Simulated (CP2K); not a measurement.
Two runs for the O K edge of disiloxane. Run A: CP2K XAS_TDP, all-electron GAPW, PBEh(45%), aug-pc-1, TDA, no relativity. Run B differs in one setting.

First lines with a strength over 0.0015. A:

```csv
atom,energy (eV),states,"strength, one atom"
O2 (bonded to 2 Si),529.30,1,0.0046
,530.80,1,0.0214
,530.82,1,0.0101
,531.21,1,0.0108
,532.78,1,0.0064
```

B:

```csv
atom,energy (eV),states,"strength, one atom"
O2 (bonded to 2 Si),533.43,1,0.0045
,534.92,1,0.0212
,534.95,1,0.0101
,535.34,1,0.0107
,536.90,1,0.0063
```

Question: Which was it: scalar relativity switched on, the functional, the basis, GW2X switched on?

GW2X switched on. GW2X shifts an atom's lines together and keeps their spacings. Against PBEh(45%) in aug-pc-1, the leading line moves by +4.12 eV, to 534.92 eV.

[Banner, clock and machine lines of the logs are left out without a mark of their own.]

[Logs are printed without paths, hosts, clocks, repeated set-up lines and the standing remarks that a program may print on its own settings, such as how far it seeks lower states.]

[Hosts, paths, dates, database ids (printed as entryN), source tags and the programs' standing remarks are cut or masked in the printed files.]
